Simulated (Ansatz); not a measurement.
# Na on Zr(0001): change of the work function

How does Na on the hcp site change the work function of Zr(0001) as the layer fills?

Program: Ansatz 0.2.0. Level of theory: plane-wave DFT, PBE, Ansatz PAW, in the first sound run; inputs show where later runs differ. Results are calculated unless marked as measured.

## Step 1: Starting point

The cell holds 4 atoms: 4 Zr. Its edges and angles: a = 3.230 Å, b = 3.230 Å, c = 25.718 Å, α = 90.0°, β = 90.0°, γ = 60.0°. Vacuum lies along c.

## Step 2: The clean slab

The bare slab comes first, as the zero from which every change is counted. The two lowest layers are held at bulk places and the upper ones relax. The dipole correction removes the false field that a one-sided slab makes across the periodic vacuum, so each face gets a flat vacuum level of its own.

input.yaml

```yaml
crystal:
  lattice:
    - [3.23, 0.0, 0.0]
    - [1.615, 2.7972620542, 0.0]
    - [0.0, 0.0, 25.718085]
  atoms:
    - { symbol: Zr, position: [0.6666666667, 0.6666666667, 0.3499482951] }
    - { symbol: Zr, position: [0.0, 0.0, 0.449982765] }
    - { symbol: Zr, position: [0.6666666667, 0.6666666667, 0.550017235] }
    - { symbol: Zr, position: [0.0, 0.0, 0.6500517049] }
kpoints:
  mp_grid: { grid: [11, 11, 1] }
hamiltonian:
  xc: pbe
scf:
  occupations: { method: fermi_dirac, width: 0.1 }
  convergence: { dr2_threshold: 1.0e-08 }
efield:
  axis: 3
  dipole_correction: true
  ramp_position: 0.97
  ramp_width: 0.06
relax:
  f_tol: 0.02
  max_steps: 60
  constraints: [{ sites: [0, 1] }]
output:
  write_potential: true
  write_density: true
  volumetric_format: npy
```

The run is started by

```
> ansatz run input.yaml --threads 4 --pin off --max-ram 12288MiB --backend cpu --events-out ev --progress --plain --runs-dir out
```

Numbers of over 12 decimals in the logs are rounded to 6 here.

The program printed:

```text
Engine: ansatz 0.2.0, x86_64-unknown-linux-gnu
Pseudopotentials: kind: paw
Pseudopotential: Zr, paw, valence charge 12, recommended cutoff 420 eV (normal), Zr.paw.azcp
Functional definition: PBE
  parameter kappa = 0.804
  parameter beta = 0.066725
  exchange = pbe_x(kappa = kappa, mu = beta*pi^2/3)
  correlation = pbe_c(beta = beta)
Crystal: 4 atoms, lattice volume = 232.367 Å³
Basis set: ecut = 420 eV, 4609 PW (Γ), exchange–correlation on 48×48×360 points (8 copies of the dense FFT grid, shifted against one another)
Bands: 29, of which v1, the nominal top of the filled ones, is band 24 counted from 1 (23 counted from 0)
Symmetry: 6 space group operations
k-points: 16 of 121 (time reversal used)
Non-local potential: Zr, projectors of the file, l = 0: 3, l = 1: 2, l = 2: 2, l = 3: 2
PAW form: soft (Blöchl's): semilocal exchange-correlation on the pseudo side does not see the compensation charge
PAW one-centre angular grid: Zr, 590 points (default); XC on 64 Gauss nodes
Initial density: superposition of atomic densities (neutral atoms: chi_scale 0, normalization atom), corrected by the library's trained network
Initial wavefunctions: pseudopotential atomic-orbital guess
Functional: x = pbe(κ = 0.804, μ = 0.219515), c = pbe(β = 0.066725)
SCF iter   1: F=—  HF=-16733.554771 eV  |F-HF|=—  |Δ(HF+E_count)|=         —  Δρ=4.50e-3  dr2=5.38e-1  ethr=1.77e-3  p=0.000 e·Å  D=4.35e-14 V/Å  ΔV_dip=-0.00 eV  dr2_dipole=3.40e-6  V_vac-E_F(+/−)=4.14/4.13 eV  ⟨swp⟩=5.8  Hψ=4491  notcnv=0
efield: sawtooth ramp at fractional position 0.9700 (set: `efield.ramp_position`, or a place that a band, a saddle search or an elastic batch's reference lends), width 0.0600; the density the first Hamiltonian is built on has a dipole p = 0.000 e·Å; the dipole correction subtracts the counter field D = 4.35e-14 V/Å, which shifts the + side's vacuum level by -0.00 eV against the − side's; the planar-averaged density in the ramp window peaks in size at 2.6e-5 e/Å³
automatic band count: the SCF goes on with 34 bands, as 29 were too few: the levels above may hold too much charge
preconditioner: auto → LDOS  [metal: Δε(μ)=0.019 eV  Ē_g=3.165 eV  σ=0.100 eV  W_gap=0.05  n_scr=16 (ndim 8)  ℏωp=9.7 eV  f_vac=0.521  D(μ)=7.10/eV (n_scr^D=48)  β→1.0]
SCF iter   2: F=—  HF=-16733.544666 eV  |F-HF|=—  |Δ(HF+E_count)|=   1.01e-2  Δρ=1.12e-3  dr2=1.20e-2  ethr=1.12e-3  p=0.000 e·Å  D=4.93e-5 V/Å  ΔV_dip=-0.00 eV  dr2_dipole=2.81e-6  V_vac-E_F(+/−)=4.16/4.16 eV  ⟨swp⟩=1.7  Hψ=689  notcnv=0
SCF iter   3: F=—  HF=-16733.545014 eV  |F-HF|=—  |Δ(HF+E_count)|=   3.48e-4  Δρ=3.70e-4  dr2=1.92e-3  ethr=2.49e-5  p=0.000 e·Å  D=1.64e-5 V/Å  ΔV_dip=-0.00 eV  dr2_dipole=1.16e-7  V_vac-E_F(+/−)=4.18/4.18 eV  ⟨swp⟩=1.6  Hψ=632  notcnv=0
SCF iter   4: F=—  HF=-16733.545094 eV  |F-HF|=—  |Δ(HF+E_count)|=   8.05e-5  Δρ=1.21e-4  dr2=6.34e-5  ethr=4.00e-6  p=0.000 e·Å  D=8.03e-6 V/Å  ΔV_dip=-0.00 eV  dr2_dipole=8.20e-10  V_vac-E_F(+/−)=4.18/4.18 eV  ⟨swp⟩=1.4  Hψ=613  notcnv=0
SCF iter   5: F=—  HF=-16733.545102 eV  |F-HF|=—  |Δ(HF+E_count)|=   7.68e-6  Δρ=4.26e-5  dr2=5.20e-6  ethr=1.32e-7  p=0.000 e·Å  D=4.52e-6 V/Å  ΔV_dip=-0.00 eV  dr2_dipole=1.41e-9  V_vac-E_F(+/−)=4.18/4.18 eV  ⟨swp⟩=2.5  Hψ=874  notcnv=0
SCF iter   6: F=—  HF=-16733.544976 eV  |F-HF|=—  |Δ(HF+E_count)|=   1.26e-4  Δρ=1.53e-5  dr2=1.02e-6  ethr=1.08e-8  p=0.000 e·Å  D=2.22e-6 V/Å  ΔV_dip=-0.00 eV  dr2_dipole=7.35e-11  V_vac-E_F(+/−)=4.18/4.18 eV  ⟨swp⟩=2.2  Hψ=862  notcnv=0
SCF iter   7: F=—  HF=-16733.544976 eV  |F-HF|=—  |Δ(HF+E_count)|=   5.43e-7  Δρ=4.92e-6  dr2=7.49e-8  ethr=2.13e-9  p=0.000 e·Å  D=1.13e-6 V/Å  ΔV_dip=-0.00 eV  dr2_dipole=5.00e-12  V_vac-E_F(+/−)=4.18/4.18 eV  ⟨swp⟩=2.0  Hψ=766  notcnv=0
SCF iter   8: F=-16733.544976 eV  HF=-16733.544976 eV  |F-HF|=3.62e-8  |Δ(HF+E_count)|=   8.85e-8  Δρ=1.39e-6  dr2=4.30e-9  ethr=2.08e-11  p=0.000 e·Å  D=5.95e-7 V/Å  ΔV_dip=-0.00 eV  dr2_dipole=5.71e-14  V_vac-E_F(+/−)=4.18/4.18 eV  ⟨swp⟩=9.7  Hψ=3558  notcnv=0
SCF 1 converged in 8 iterations: F = -16733.544976 eV  dr2 = 4.30e-9
  greatest PAW one-centre occupation: 0.996 electrons in one spin orbital (limit 2), on the Zr atom at site 0 (counted from 0), in its partial waves of l = 0
relax step   1: F+E_penalty+E_count = -16733.54497623 eV  Δ(F+E_penalty+E_count) = +0.000e0 eV  max|allowed force component| = 6.182e-1 eV/Å  Δτ_max = 0.0000 Å  (8 SCF iters, accepted)
Bands: 34, of which v1, the nominal top of the filled ones, is band 24 counted from 1 (23 counted from 0)
Initial density: handed on by an earlier stage of this run
Initial wavefunctions: those handed on with the density
SCF iter   1: F=—  HF=-16733.684462 eV  |F-HF|=—  |Δ(HF+E_count)|=         —  Δρ=8.27e-3  dr2=2.96e0  ethr=3.10e-3  p=0.000 e·Å  D=5.39e-7 V/Å  ΔV_dip=-0.00 eV  dr2_dipole=4.74e-1  V_vac-E_F(+/−)=4.17/4.17 eV  ⟨swp⟩=3.7  Hψ=1345  notcnv=0
efield: sawtooth ramp at fractional position 0.9700 (set: `efield.ramp_position`, or a place that a band, a saddle search or an elastic batch's reference lends), width 0.0600; the density the first Hamiltonian is built on has a dipole p = 0.000 e·Å; the dipole correction subtracts the counter field D = 5.39e-7 V/Å, which shifts the + side's vacuum level by -0.00 eV against the − side's; the planar-averaged density in the ramp window peaks in size at 6.5e-7 e/Å³
preconditioner: auto → LDOS  [metal: Δε(μ)=0.020 eV  Ē_g=3.215 eV  σ=0.100 eV  W_gap=0.05  n_scr=16 (ndim 8)  ℏωp=9.7 eV  f_vac=0.524  D(μ)=6.30/eV (n_scr^D=18)  β→1.0]
SCF iter   2: F=—  HF=-16733.584594 eV  |F-HF|=—  |Δ(HF+E_count)|=   9.99e-2  Δρ=4.08e-3  dr2=1.98e-1  ethr=3.10e-3  p=0.006 e·Å  D=5.05e-3 V/Å  ΔV_dip=-0.13 eV  dr2_dipole=2.77e-3  V_vac-E_F(+/−)=4.07/4.20 eV  ⟨swp⟩=2.2  Hψ=914  notcnv=0
SCF iter   3: F=—  HF=-16733.572871 eV  |F-HF|=—  |Δ(HF+E_count)|=   1.17e-2  Δρ=1.72e-3  dr2=3.18e-2  ethr=4.12e-4  p=0.003 e·Å  D=2.20e-3 V/Å  ΔV_dip=-0.06 eV  dr2_dipole=1.11e-3  V_vac-E_F(+/−)=4.14/4.19 eV  ⟨swp⟩=2.0  Hψ=886  notcnv=0
SCF iter   4: F=—  HF=-16733.568125 eV  |F-HF|=—  |Δ(HF+E_count)|=   4.75e-3  Δρ=3.41e-4  dr2=1.49e-3  ethr=6.63e-5  p=0.003 e·Å  D=2.62e-3 V/Å  ΔV_dip=-0.07 eV  dr2_dipole=6.01e-4  V_vac-E_F(+/−)=4.12/4.19 eV  ⟨swp⟩=2.3  Hψ=786  notcnv=0
SCF iter   5: F=—  HF=-16733.568174 eV  |F-HF|=—  |Δ(HF+E_count)|=   4.98e-5  Δρ=8.42e-5  dr2=3.71e-5  ethr=3.10e-6  p=0.003 e·Å  D=2.43e-3 V/Å  ΔV_dip=-0.06 eV  dr2_dipole=2.30e-6  V_vac-E_F(+/−)=4.12/4.19 eV  ⟨swp⟩=1.8  Hψ=764  notcnv=0
[...]
SCF iter   3: F=—  HF=-16733.586017 eV  |F-HF|=—  |Δ(HF+E_count)|=   1.13e-3  Δρ=8.04e-4  dr2=5.99e-3  ethr=4.21e-5  p=0.002 e·Å  D=1.19e-3 V/Å  ΔV_dip=-0.03 eV  dr2_dipole=8.58e-5  V_vac-E_F(+/−)=4.15/4.18 eV  ⟨swp⟩=2.0  Hψ=921  notcnv=0
SCF iter   4: F=—  HF=-16733.584986 eV  |F-HF|=—  |Δ(HF+E_count)|=   1.03e-3  Δρ=1.49e-4  dr2=1.33e-4  ethr=1.25e-5  p=0.001 e·Å  D=7.53e-4 V/Å  ΔV_dip=-0.02 eV  dr2_dipole=8.30e-6  V_vac-E_F(+/−)=4.16/4.18 eV  ⟨swp⟩=2.1  Hψ=717  notcnv=0
SCF iter   5: F=—  HF=-16733.584999 eV  |F-HF|=—  |Δ(HF+E_count)|=   1.28e-5  Δρ=4.96e-5  dr2=1.77e-5  ethr=2.78e-7  p=0.001 e·Å  D=5.34e-4 V/Å  ΔV_dip=-0.01 eV  dr2_dipole=1.93e-8  V_vac-E_F(+/−)=4.17/4.18 eV  ⟨swp⟩=2.0  Hψ=734  notcnv=0
SCF iter   6: F=—  HF=-16733.584991 eV  |F-HF|=—  |Δ(HF+E_count)|=   8.23e-6  Δρ=1.34e-5  dr2=1.28e-6  ethr=3.69e-8  p=0.001 e·Å  D=4.87e-4 V/Å  ΔV_dip=-0.01 eV  dr2_dipole=1.20e-8  V_vac-E_F(+/−)=4.17/4.18 eV  ⟨swp⟩=2.2  Hψ=753  notcnv=0
SCF iter   7: F=—  HF=-16733.584860 eV  |F-HF|=—  |Δ(HF+E_count)|=   1.31e-4  Δρ=3.66e-6  dr2=8.60e-8  ethr=2.67e-9  p=0.001 e·Å  D=4.61e-4 V/Å  ΔV_dip=-0.01 eV  dr2_dipole=2.05e-8  V_vac-E_F(+/−)=4.17/4.18 eV  ⟨swp⟩=2.2  Hψ=820  notcnv=0
SCF iter   8: F=—  HF=-16733.584860 eV  |F-HF|=—  |Δ(HF+E_count)|=   3.12e-8  Δρ=1.38e-6  dr2=1.24e-8  ethr=2.08e-11  p=0.001 e·Å  D=4.60e-4 V/Å  ΔV_dip=-0.01 eV  dr2_dipole=2.79e-9  V_vac-E_F(+/−)=4.17/4.18 eV  ⟨swp⟩=9.6  Hψ=3594  notcnv=0
SCF iter   9: F=-16733.584860 eV  HF=-16733.584860 eV  |F-HF|=1.46e-11  |Δ(HF+E_count)|=   1.09e-8  Δρ=3.19e-7  dr2=6.18e-10  ethr=2.08e-11  p=0.001 e·Å  D=4.60e-4 V/Å  ΔV_dip=-0.01 eV  dr2_dipole=1.27e-11  V_vac-E_F(+/−)=4.17/4.18 eV  ⟨swp⟩=8.4  Hψ=3091  notcnv=0
SCF 3 converged in 9 iterations: F = -16733.584860 eV  dr2 = 6.18e-10
relax step   3: F+E_penalty+E_count = -16733.58485971 eV  Δ(F+E_penalty+E_count) = -1.682e-2 eV  max|allowed force component| = 5.915e-2 eV/Å  Δτ_max = 0.0630 Å  (9 SCF iters, accepted)
SCF iter   1: F=—  HF=-16733.585854 eV  |F-HF|=—  |Δ(HF+E_count)|=         —  Δρ=5.38e-4  dr2=6.58e-3  ethr=3.87e-4  p=0.001 e·Å  D=4.60e-4 V/Å  ΔV_dip=-0.01 eV  dr2_dipole=2.22e-5  V_vac-E_F(+/−)=4.17/4.18 eV  ⟨swp⟩=2.0  Hψ=863  notcnv=0
efield: sawtooth ramp at fractional position 0.9700 (set: `efield.ramp_position`, or a place that a band, a saddle search or an elastic batch's reference lends), width 0.0600; the density the first Hamiltonian is built on has a dipole p = 0.001 e·Å; the dipole correction subtracts the counter field D = 4.60e-4 V/Å, which shifts the + side's vacuum level by -0.01 eV against the − side's; the planar-averaged density in the ramp window peaks in size at 5.6e-7 e/Å³
preconditioner: auto → LDOS  [metal: Δε(μ)=0.067 eV  Ē_g=3.188 eV  σ=0.100 eV  W_gap=0.16  n_scr=16 (ndim 8)  ℏωp=9.7 eV  f_vac=0.523  D(μ)=6.61/eV (n_scr^D=36)  β→1.0]
SCF iter   2: F=—  HF=-16733.585520 eV  |F-HF|=—  |Δ(HF+E_count)|=   3.34e-4  Δρ=3.07e-4  dr2=1.47e-3  ethr=1.37e-5  p=0.001 e·Å  D=1.09e-3 V/Å  ΔV_dip=-0.03 eV  dr2_dipole=2.81e-5  V_vac-E_F(+/−)=4.15/4.18 eV  ⟨swp⟩=2.1  Hψ=759  notcnv=0
SCF iter   3: F=—  HF=-16733.585434 eV  |F-HF|=—  |Δ(HF+E_count)|=   8.62e-5  Δρ=9.31e-5  dr2=7.15e-5  ethr=3.06e-6  p=0.001 e·Å  D=7.66e-4 V/Å  ΔV_dip=-0.02 eV  dr2_dipole=1.21e-6  V_vac-E_F(+/−)=4.16/4.18 eV  ⟨swp⟩=2.1  Hψ=697  notcnv=0
SCF iter   4: F=—  HF=-16733.585422 eV  |F-HF|=—  |Δ(HF+E_count)|=   1.18e-5  Δρ=2.69e-5  dr2=2.79e-6  ethr=1.49e-7  p=0.001 e·Å  D=7.54e-4 V/Å  ΔV_dip=-0.02 eV  dr2_dipole=2.26e-10  V_vac-E_F(+/−)=4.16/4.18 eV  ⟨swp⟩=2.0  Hψ=895  notcnv=0
SCF iter   5: F=—  HF=-16733.585287 eV  |F-HF|=—  |Δ(HF+E_count)|=   1.35e-4  Δρ=6.89e-6  dr2=3.47e-7  ethr=5.82e-9  p=0.001 e·Å  D=7.14e-4 V/Å  ΔV_dip=-0.02 eV  dr2_dipole=1.14e-10  V_vac-E_F(+/−)=4.16/4.18 eV  ⟨swp⟩=2.2  Hψ=784  notcnv=0
SCF iter   6: F=—  HF=-16733.585287 eV  |F-HF|=—  |Δ(HF+E_count)|=   1.12e-7  Δρ=2.68e-6  dr2=7.62e-8  ethr=7.22e-10  p=0.001 e·Å  D=6.86e-4 V/Å  ΔV_dip=-0.02 eV  dr2_dipole=3.94e-9  V_vac-E_F(+/−)=4.16/4.18 eV  ⟨swp⟩=2.6  Hψ=880  notcnv=0
SCF iter   7: F=-16733.585287 eV  HF=-16733.585287 eV  |F-HF|=6.18e-10  |Δ(HF+E_count)|=   7.53e-9  Δρ=1.11e-6  dr2=8.29e-9  ethr=2.08e-11  p=0.001 e·Å  D=6.67e-4 V/Å  ΔV_dip=-0.02 eV  dr2_dipole=1.08e-9  V_vac-E_F(+/−)=4.17/4.18 eV  ⟨swp⟩=6.9  Hψ=3592  notcnv=0
SCF 4 converged in 7 iterations: F = -16733.585287 eV  dr2 = 8.29e-9
relax step   4: F+E_penalty+E_count = -16733.58528726 eV  Δ(F+E_penalty+E_count) = -4.275e-4 eV  max|allowed force component| = 7.703e-3 eV/Å  Δτ_max = 0.0131 Å  (7 SCF iters, accepted)
NSCF: frozen V_eff on 16 k-points
the band table was solved once a step of the walk had ended and its energy, with any forces and stress, was formed, with the checks that follow a solve (2456 applications of the Hamiltonian). They found nothing against the state; the energy, forces and stress were not computed again (output.eigenvalues in the input reference)
WARN: The output density's exchange-correlation potential varies sharply where the density is thin. Do not read a vacuum level from v_tot or v_xc, or from such a field of the output density. On a cell that repeats whose density bears no net charge and no dipole along the vacuum's axis use v_es (v_loc + v_h of the components); under efield.dipole_correction with no amplitude use v_es + v_field, which holds any externa [...]
SCF converged after 7 iterations
Free energy (F): -16733.585287 eV
Harris-Foulkes:  -16733.585287 eV  (|F-HF|=6.18e-10)
Internal energy: -16733.368324 eV  (E = F + TS)
E sigma→0 (E₀):  -16733.476806 eV
Entropy (-TS):   -0.216963 eV (-54.241 meV/atom)
Fermi energy:    3.217433 eV
Dipole field:    D = 0.000626 V/Å  (p = 0.000804 e·Å, saw-weighted, corrected)
Work function:   Φ+ = 4.1661 eV   Φ− = 4.1822 eV
Levels:          The Fermi level and band energies are counted from a zero that moves with the ramp; work functions are not
--- Per-component energies (eV) ---
  E_band       = -903.779151
  E_kinetic    = 1326.057636
  E_local      = -39090.093172  (includes V_loc(G=0)·N_el)
  E_nonlocal   = 323.557453
  E_hartree    = 18808.902726
  E_xc         = -642.858456
  E_vxc        = -758.633837  (∫ρ·V_xc dr)
  E_paw        = -11816.665826  (= ΣΔE_a)
  E_vpaw       = -322.473049  (= ΣTr[D̂ρ^β])
  E_aug_tail   = 0.000098  (compensation charges beyond the density's cutoff)
  E_efield     = 0.000000  (sawtooth field / dipole correction)
  E_vefield    = -0.000458  (∫n·V_field dr)
  E_ewald      = 14357.731216
  E_smearing   = -0.216963  (= −TS)
  E_closure    = 0.000000  (closes the sum)
  Σ components = -16733.585287   (vs F -16733.585287, Δ=0.00e0)
--- Forces (eV/Å), atoms counted from 1 ---
  atom   1  Zr     0.00000000    -0.00000000     0.46037742
  atom   2  Zr    -0.00000000     0.00000000    -0.45826535
  atom   3  Zr    -0.00000000    -0.00000000    -0.00770270
  atom   4  Zr     0.00000000     0.00000000     0.00559641
  max |Σ_I F_I| component: 5.78e-6 eV/Å
--- Band table (eV; the first three rows and the last of 16) ---
  k-point 0: bands = [... 20 lower, 2.9746, 3.2786, 3.7894, 3.8600, 3.9934, 3.9934, 4.0847, 4.0847, ... 6 higher]
  k-point 1: bands = [... 20 lower, 2.8584, 3.2471, 3.5268, 3.5933, 3.8225, 3.9566, 4.1668, 4.1967, ... 6 higher]
  k-point 2: bands = [... 20 lower, 2.4999, 2.8384, 2.9873, 3.2796, 3.4361, 3.6367, 4.0299, 4.2494, ... 6 higher]
  k-point 15: bands = [... 20 lower, 2.0280, 2.4502, 2.5587, 3.0569, 3.1628, 3.4868, 3.4889, 3.6003, ... 6 higher]
--- Relaxed structure (4 steps of the walk, 4 accepted, 0 SCFs on fresh bases) ---
  F+E_penalty+E_count = -16733.58528726 eV   max|allowed force component| = 7.703e-3 eV/Å
  atoms:
    - { symbol: Zr, position: [0.666667, 0.666667, 0.3499482951] }
    - { symbol: Zr, position: [0.0, 0.0, 0.449982765] }
    - { symbol: Zr, position: [0.666667, 0.666667, 0.553858] }
    - { symbol: Zr, position: [-1.4828686966291726e-18, -5.002759315187168e-19, 0.648581] }
```

It took 14 s on 4 threads of Intel Xeon Platinum 8375C at 2.90GHz (Ice Lake), shared host; peak memory 0.64 GiB.

Step by step:

```
step  energy less that of the first step (eV)  largest force component (eV/Å)
   1                                   0.0000                          0.6182
   2                                  -0.0231                          0.4879
   3                                  -0.0399                          0.0591
   4                                  -0.0403                          0.0077
```

Forces are held to the 6 operations that the run works with; a distortion that breaks them can't arise in this run.

The atoms that moved most (Å):

```
atom     dx     dy      dz  length
 Zr3  0.000  0.000   0.099   0.099
 Zr4  0.000  0.000  -0.038   0.038
```

The relaxed structure:

```cif
data_structure
_symmetry_space_group_name_H-M 'P 1'
_symmetry_Int_Tables_number 1
_cell_length_a 3.2300
_cell_length_b 3.2300
_cell_length_c 25.7181
_cell_angle_alpha 90.000
_cell_angle_beta 90.000
_cell_angle_gamma 60.000
_cell_volume 232.37
loop_
_atom_site_label
_atom_site_type_symbol
_atom_site_fract_x
_atom_site_fract_y
_atom_site_fract_z
_atom_site_occupancy
Zr1 Zr 0.66667 0.66667 0.34995 1
Zr2 Zr 0.00000 0.00000 0.44998 1
Zr3 Zr 0.66667 0.66667 0.55386 1
Zr4 Zr 0.00000 0.00000 0.64858 1
```

This step gave:

| Quantity | Value |
| --- | --- |
| energy at zero smearing | -16733.4768 eV |
| work function, upper face | 4.166 eV |
| dipole along the normal | 8.04e-4 e·Å |

Running mean over 2.573 Å of the planar mean; the ramp of the sawtooth is left out. Electron's electrostatic potential energy less the Fermi level against z:

```
z (Å)  electron's electrostatic potential energy less the Fermi level (eV)
    4                                                                 4.18
    5                                                                 4.15
    6                                                                 3.92
    7                                                                 2.15
    8                                                                -5.13
    9                                                                -8.45
   10                                                                -8.32
   11                                                                -8.29
   12                                                                -8.16
   13                                                                -7.60
   14                                                                -8.24
   15                                                                -9.04
   16                                                                -9.04
   17                                                                -8.17
   18                                                                -2.51
   19                                                                 3.10
   20                                                                 4.04
   21                                                                 4.15
   22                                                                 4.16
```

The relaxation took 4 steps and lowered the energy by 0.040 eV; the largest force on the free atoms ends at 0.0077 eV/Å.

The work function of the upper face is 4.17 eV.

[end of part 1 of 5]

[Logs are printed without paths, hosts, clocks, repeated set-up lines and the standing remarks that a program may print on its own settings, such as how far it seeks lower states.]

[Hosts, paths, dates, database ids (printed as entryN), source tags and the programs' standing remarks are cut or masked in the printed files.]

[Maps of the electrostatic potential energy from Ansatz leave out the sawtooth potential of an applied field or a dipole correction, so their vacuum need not be flat; planar profiles and work functions include it.]
